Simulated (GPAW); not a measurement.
Consider KCdF3 (Pm-3m).

```
Cd K F
1.0
     4.38209    0.00000    0.00000
     0.00000    4.38209    0.00000
     0.00000    0.00000    4.38209
Cd K F
1 1 3
Direct
  0.50000 0.50000 0.50000
  0.00000 0.00000 0.00000
  0.50000 0.50000 0.00000
  0.50000 0.00000 0.50000
  0.00000 0.50000 0.50000
```

Absorber: atom 3, with 2 Cd at 2.19 Å (linear, site symmetry 4/mmm). Method: GPAW, LDA, full core hole (charged cell), 20-atom cell with 7.6 Å between holes, 3×3×3 k points, dipole transitions, Gaussian full width 0.9 eV up to 4 eV, rising linearly to 3.5 eV at 25 eV.

**Question.** What does the F K edge look like?

Main maxima up to 24 eV above the zero (height): 2.4 eV (1.52), 5.0 eV (2.59), 9.8 eV (1.01) and 15.8 eV (1.50). A K edge sees empty p states on the absorber. The total-energy difference plus the lowest empty eigenvalue puts the zero at 687.99 eV. One term is added: -9.89 eV, since the hole is spin-paired here and a spin-polarised one costs that much less in the free atom (computed apart). The photon energy is then 678.10 eV. The functional and the charged cell's background leave an error in such absolute values: in the free atom LDA prices this hole 4.7 eV below PBE (computed apart), and PBE is itself good to a few eV.

The F K spectrum (energy from the lowest empty level; intensity scaled to a mean of 1 over the first 20 eV):

```
E (eV)  intensity
  -2.0       0.00
  -1.5       0.00
  -1.0       0.00
  -0.5       0.00
   0.0       0.01
   0.5       0.05
   1.0       0.11
   1.5       0.32
   2.0       1.09
   2.5       1.51
   3.0       1.00
   3.5       0.74
   4.0       1.05
   4.5       2.01
   5.0       2.59
   5.5       2.15
   6.0       2.04
   6.5       1.96
   7.0       1.58
   7.5       1.16
   8.0       0.84
   8.5       0.76
   9.0       0.86
   9.5       0.99
  10.0       0.99
  10.5       0.83
  11.0       0.62
  11.5       0.46
  12.0       0.37
  12.5       0.33
  13.0       0.33
  13.5       0.42
  14.0       0.65
  14.5       0.97
  15.0       1.29
  15.5       1.48
  16.0       1.49
  16.5       1.36
  17.0       1.17
  17.5       0.99
  18.0       0.83
  18.5       0.73
  19.0       0.68
  19.5       0.69
  20.0       0.75
  20.5       0.85
  21.0       0.97
  21.5       1.09
  22.0       1.18
  22.5       1.25
  23.0       1.30
  23.5       1.34
  24.0       1.37
  24.5       1.42
  25.0       1.48
  25.5       1.56
  26.0       1.63
  26.5       1.70
  27.0       1.74
  27.5       1.75
  28.0       1.72
  28.5       1.64
  29.0       1.51
  29.5       1.36
  30.0       1.20
  30.5       1.07
  31.0       0.96
  31.5       0.90
  32.0       0.86
```

The mesh is coarse (0.34 Å⁻¹ between points), so small maxima may be mesh ripples. The structure is a computed Materials Project entry and may be a hypothetical form.

[Banner, clock and machine lines of the logs are left out without a mark of their own.]

[Logs are printed without paths, hosts, clocks, repeated set-up lines and the standing remarks that a program may print on its own settings, such as how far it seeks lower states.]

[Hosts, paths, dates, database ids (printed as entryN), source tags and the programs' standing remarks are cut or masked in the printed files.]

[Lists of maxima count a maximum above −3 eV only where it reaches 4 % of the highest in the window and stands out from its surroundings by 2 % of it (1.5 % where it reaches 55 %); shoulders and weaker maxima are passed over, and of the rest the first, up to two pre-edge ones and the few strongest are named.]
